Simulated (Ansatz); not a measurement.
# HfO2: optical spectrum from first principles, part 2 of 2

What colour and refractive index does HfO2 have at this level of theory?

Ansatz 0.2.0; DFT, PBE, plane-wave PAW, default files, scalar-relativistic, independent-particle optical response without local fields.

So far. Step 2 (Ground state and bands): There is a gap, 3.72 eV on the path, so no carriers' term is needed. The cell is left with a pressure of -2.5 GPa, as it stands unrelaxed at this level.

## Step 3: Spectrum (continued)

At chosen wavelengths:

```csv
wavelength (nm),n,k,R (%),1/α
1550,2.35,0.000,16.3,over 1 mm
1064,2.36,0.000,16.5,over 1 mm
532,2.44,0.000,17.5,over 1 mm
450,2.48,0.000,18.1,over 1 mm
405,2.52,0.000,18.7,over 1 mm
308,2.76,0.001,21.9,17 µm
193,3.00,0.868,28.4,18 nm
```

Rows near the edge hang on the gap, which this functional as a rule makes too small, and phonon-assisted absorption is left out.

A film 1 µm thick would pass 70 % of daylight and look colourless, dimmed by reflection in transmission (x = 0.314, y = 0.331).

The first strong peak, at 5.17 eV, fits the second-highest filled and the lowest empty band, which run nearly parallel at that distance over 57 % of Γ–X; the match rests on energies alone.

The f-sum over the summed bands holds 19.3 of the cell's 38 electrons outside the frozen cores, 26 of which lie in bands more than 12 eV below the Fermi level, whose transitions come at higher energies. Up to 22 eV the strength has a mean oscillator energy of 9.8 eV, close to the main peak.

## Step 4: Static response with local fields

Perturbation theory gives the static response with local fields and the functional's kernel, and it needs no empty bands.

This step: DFT, PBE, plane-wave PAW, default files, scalar-relativistic, static field response by perturbation theory with local fields (Ansatz 0.2.0).

Input file input.yaml:

```yaml
crystal:
  lattice:
    - [0.0, 2.5575, 2.5575]
    - [2.5575, 0.0, 2.5575]
    - [2.5575, 2.5575, 0.0]
  atoms:
    - { symbol: Hf, position: [0.0, 0.0, 0.0] }
    - { symbol: O, position: [0.75, 0.75, 0.75] }
    - { symbol: O, position: [0.25, 0.25, 0.25] }
kpoints:
  mp_grid: { grid: [8, 8, 8] }
scf:
  occupations: { method: fixed }
hamiltonian:
  xc: pbe
  pseudopotentials: { kind: paw }
dielectric: {}
```

Command:

```
ansatz run input.yaml --threads 4 --pin off --max-ram 8192MiB --backend cpu --events-out ev --progress --plain --runs-dir out
```

Numbers of over 12 decimals in the logs are rounded to 6 here.

Log:

```text
[...]
Crystal: 3 atoms, lattice volume = 33.456 Å³
Basis set: ecut = 420 eV, 645 PW (Γ), exchange–correlation on 50×50×50 points (8 copies of the dense FFT grid, shifted against one another)
Bands: 23, of which v1, the nominal top of the filled ones, is band 19 counted from 1 (18 counted from 0)
Symmetry: 48 space group operations
k-points: 59 of 512 (irreducible under 8 space group operations, time reversal used)
[...]
SCF iter   1: F=—  HF=-16861.406430 eV  |F-HF|=—  |Δ(HF+E_count)|=         —  Δρ=2.41e-3  dr2=1.41e-3  ethr=1.77e-3  ⟨swp⟩=4.0  Hψ=4403  notcnv=0  defer=118
[...]
SCF iter   9: F=-16861.407420 eV  HF=-16861.407420 eV  |F-HF|=0.00e0  |Δ(HF+E_count)|=  1.16e-10  Δρ=2.06e-7  dr2=1.06e-11  ethr=1.00e-12  ⟨swp⟩=4.1  Hψ=4674  notcnv=0
SCF 1 converged in 9 iterations: F = -16861.407420 eV  dr2 = 1.06e-11
[...]
DFPT response loops at Γ: preconditioner auto → none (the input reference at scf.mixing.eps_inf says where Resta's filter doesn't serve); β = 0.50; Broyden in place of MSR1
SCF converged after 9 iterations
Free energy (F): -16861.407420 eV
[...]
Internal energy: -16861.407420 eV  (E = F + TS)
E sigma→0 (E₀):  -16861.407420 eV
Fermi energy:    15.524937 eV
[...]
--- Band table (eV; the first three rows and the last of 59) ---
  k-point 0: bands = [... 15 lower, 10.2960, 14.9190, 14.9190, 14.9190, 19.3478, 19.3478, 21.1025, 25.6339]
  k-point 1: bands = [... 15 lower, 10.7045, 14.4602, 14.6441, 14.6441, 19.6196, 19.6196, 21.7148, 24.9730]
  k-point 2: bands = [... 15 lower, 11.6508, 13.5538, 14.1358, 14.1358, 20.0282, 20.0282, 22.3826, 24.4686]
  k-point 58: bands = [... 15 lower, 12.9924, 12.9924, 14.1270, 15.3237, 20.2410, 20.5643, 22.3829, 22.3829]
--- Dielectric response (ions clamped): 1 representative field direction + reference, on 59 of 512 k-points (Σ response iterations 7) ---
  k mesh reduced under 8 symmetry operations, with k and −k counted as one. Each operation leaves every solved perturbation unchanged. A smaller set is not considered because the run solves the response to a homogeneous field
  ε∞ (high-frequency dielectric tensor):
        5.310991    -0.000000    -0.000000
       -0.000000     5.310991     0.000000
       -0.000000    -0.000000     5.310991
  Born effective charges Z* (e; rows j = field, columns β = displacement):
    site 0:
         5.53989   -0.00000   -0.00000
         0.00000    5.53989    0.00000
         0.00000   -0.00000    5.53989
    site 1:
        -2.76994    0.00000    0.00000
         0.00000   -2.76994   -0.00000
         0.00000    0.00000   -2.76994
    site 2:
        -2.76994    0.00000    0.00000
         0.00000   -2.76994   -0.00000
         0.00000    0.00000   -2.76994
  Z* charge neutrality: 1.989e-5 e pre-enforcement
  k-mesh period / interband length: 28.9 Å / 1.37 Å = 21.20 at k = (0.0000, 0.0000, 0.0000), direct gap 4.429 eV — 14 or more, which is no proof of convergence
```

The job ended after 4 s (4 threads of Intel Xeon Platinum 8488C (Sapphire Rapids), shared host; peak memory 0.5 GiB).

This step gave:

```
electronic dielectric constant ε∞, mean over x, y and z (by symmetry where fewer were run) : 5.311
```

ε∞ with local fields:

```
5.31 0.00 0.00
0.00 5.31 0.00
0.00 0.00 5.31
```

Diagonal elements. Born, by row:

```csv
atom,Z*xx (e),Z*yy (e),Z*zz (e)
Hf1,5.54,5.54,5.54
O2,-2.77,-2.77,-2.77
O3,-2.77,-2.77,-2.77
```

Mean Born charges are Hf +5.54 and O -2.77, against formal valences of +4 and -2. That of Hf exceeds its valence by 38 %, the mark of charge moving along hybridised bonds as the atoms shift.

## Step 5: Outcome

| Property | Result |
| --- | --- |
| gap on the path | 3.72 eV |
| least direct gap on the path | 3.72 eV |
| electronic dielectric constant ε∞, mean over x, y and z (by symmetry where fewer were run) (independent particles) | 5.49 |
| absorption onset, first axis (α over 10⁴ cm⁻¹, or the direct gap if that lies higher) | 4.25 eV |
| main peak of Im epsilon, first axis | 9.07 eV |
| centre of weight of the strongest loss peak in the window, first axis | 14.7 eV |
| electronic dielectric constant ε∞, mean over x, y and z (by symmetry where fewer were run) (static response with local fields) | 5.31 |

**Reading.** At this level (PBE, independent particles) HfO2 has ε∞ = 5.49 (5.31 with local fields) and n = 2.35 at 1550 nm; absorption sets in near 4.3 eV, and Im ε peaks at 9.1 eV. The gap on the path is direct, 3.72 eV. The absorption coefficient passes 10⁴ cm⁻¹ only at 4.25 eV, 0.53 eV above the least direct gap: the lowest transitions are weak or forbidden for this polarisation, or few states take part. The strongest loss structure up to 22 eV has its centre of weight at 14.7 eV; a free-electron gas of the 19.3 electrons in the f-sum would put its plasmon at 28.2 eV. Distinct maxima of Im ε, read by a parabola through the highest points, lie at 5.17 eV (4.4), 9.07 eV (10), 11.44 eV (4.2) and 21.03 eV (2.5). The first strong peak, at 5.17 eV, fits the second-highest filled and the lowest empty band, which run nearly parallel at that distance over 57 % of Γ–X; the match rests on energies alone. A film 1 µm thick would pass 70 % of daylight and look colourless, dimmed by reflection in transmission (x = 0.314, y = 0.331). With local fields and the functional's kernel the static response is 5.31 against 5.49 for independent particles (-3 %). In the base spectrum excitons and phonon-assisted transitions are missing, and so are local fields; PBE gaps are as a rule too small, which pulls the onset down and ε∞ up. In the base run ε includes the program's bounded estimate of what the bands above those summed add. Spin-orbit coupling is left out although heavy atoms are present.

[Logs are printed without paths, hosts, clocks, repeated set-up lines and the standing remarks that a program may print on its own settings, such as how far it seeks lower states.]

[Hosts, paths, dates, database ids (printed as entryN), source tags and the programs' standing remarks are cut or masked in the printed files.]
